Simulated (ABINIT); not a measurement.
Planning a run of ABINIT 10.8.3 on Ca2Si (Fm-3m). The input:

```
acell 3*1.0 Angstrom
rprim 
  -0.000000000000 3.585232820000 3.585232820000
  3.585232820000 -0.000000000000 3.585232820000
  3.585232820000 3.585232820000 -0.000000000000
ntypat 2
znucl 20 14
natom 3
typat 1 1 2
xred 
  0.750000000000 0.750000000000 0.750000000000
  0.250000000000 0.250000000000 0.250000000000
  0.000000000000 0.000000000000 0.000000000000
pp_dirpath "pseudos"
pseudos "Ca.upf, Si.upf"
ecut 30
ngkpt 4 4 4
nshiftk 1
shiftk 0 0 0
kptopt 1
chksymbreak 0
iscf -2
irdden 1
istwfk *1
nband 53
nbdbuf 4
tolwfr 1e-09
nstep 60
prtvol 0
indata_prefix "in"
outdata_prefix "out"
tmpdata_prefix "tmp"
```

```sh
OMP_NUM_THREADS=1 mpirun -n 4 abinit run.abi > log
```

Q: Estimate wall time and host memory on 4 MPI ranks of Arm Neoverse V1, shared host.

It took 15 s; on shared hardware allow 7.5 s to 30 s. Peak host memory was 0.3 GiB.

[Paths, hosts, dates, memory and timing lines, banners, echoed tables and standing remarks are left out of the program output.]

[Logs are printed without paths, hosts, clocks, repeated set-up lines and the standing remarks that a program may print on its own settings, such as how far it seeks lower states.]

[Runs of the session that timed out or met a known fault of the program may be left out.]

[No measured gap is set beside runs whose start may be inverted or whose files or cutoffs have a known fault.]

[Hosts, paths, dates, database ids (printed as entryN), source tags and the programs' standing remarks are cut or masked in the printed files.]

[G0W0 gaps are taken among the corrected bands and points alone; a level outside them can change the order at an edge.]

[Where Ansatz stands beside ABINIT at settings called matched, ABINIT's density can come from a denser mesh and the files from another edition; pairs whose starting gaps differed by over 0.03 eV were left out, so agreement reads better than it is.]
